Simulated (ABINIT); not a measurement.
**GaN (F-43m): refractive index against wavelength**

The refractive index of GaN (F-43m) below the direct gap (1.76 eV on the mesh) is read from one computed spectrum, n = √(Re ε).

Cell: a, b, c = 3.187, 3.187, 3.187 Å (primitive vectors), 2 atoms.

Method: ABINIT 10.8.3, PBE, independent particles, k-mesh 13×13×13, Lorentzian half width 0.05 eV.

Launch of the response step: `optic optic.abi`. The run took 71 s, its band step included, on 4 threads of Arm Neoverse N1, with other jobs on the host.

| wavelength (nm) | photon energy E (eV) | n |
| --- | --- | --- |
| 3000 | 0.413 | 2.4546 |
| 2000 | 0.620 | 2.4629 |
| 1550 | 0.800 | 2.4733 |
| 1310 | 0.946 | 2.4846 |
| 1064 | 1.165 | ? |

In the single-oscillator model n² − 1 = E₀E_d/(E₀² − E²), so 1/(n² − 1) = E₀/E_d − E²/(E₀E_d) is linear in E².

Working, on the rows shown:

| x = E² (eV²) | y = 1/(n² − 1) |
| --- | --- |
| 0.170801 | 0.199003 |
| 0.384302 | 0.197399 |
| 0.639837 | 0.195419 |
| 0.895757 | 0.193303 |

Means: x̄ = 0.52267, ȳ = 0.19628. Σ(x − x̄)(y − ȳ) = -0.002325, Σ(x − x̄)² = 0.2959. Slope = -0.002325 / 0.2959 = -0.007857; intercept = ȳ − slope · x̄ = 0.20039. Turned back into n, the line misses the rows shown by at most 0.00031.

Fill in the last column of the withheld row.

At x = 1.3578 the line gives y = 0.18972, that is 2.5042. The run gave 2.5080, so the extrapolation is off by 0.0038, 7 % of the range in the table. Beyond its data the fit drifts from the curve.

Refitted with all rows, the slope is -0.008393 and the intercept 0.20062. These give E₀ = √(intercept/−slope) = 4.89 eV and E_d = E₀/intercept = 24.4 eV; E₀ is 2.8 times the direct gap. The electronic limit at long wavelengths, without lattice vibrations, is n = √(1 + 1/intercept) = 2.446. Excitons are left out and so are local fields; PBE gaps are as a rule too small. The values come from a sum over the points of one k-mesh and carry its error, which grows as the direct gap shrinks. Spin-orbit coupling is left out.
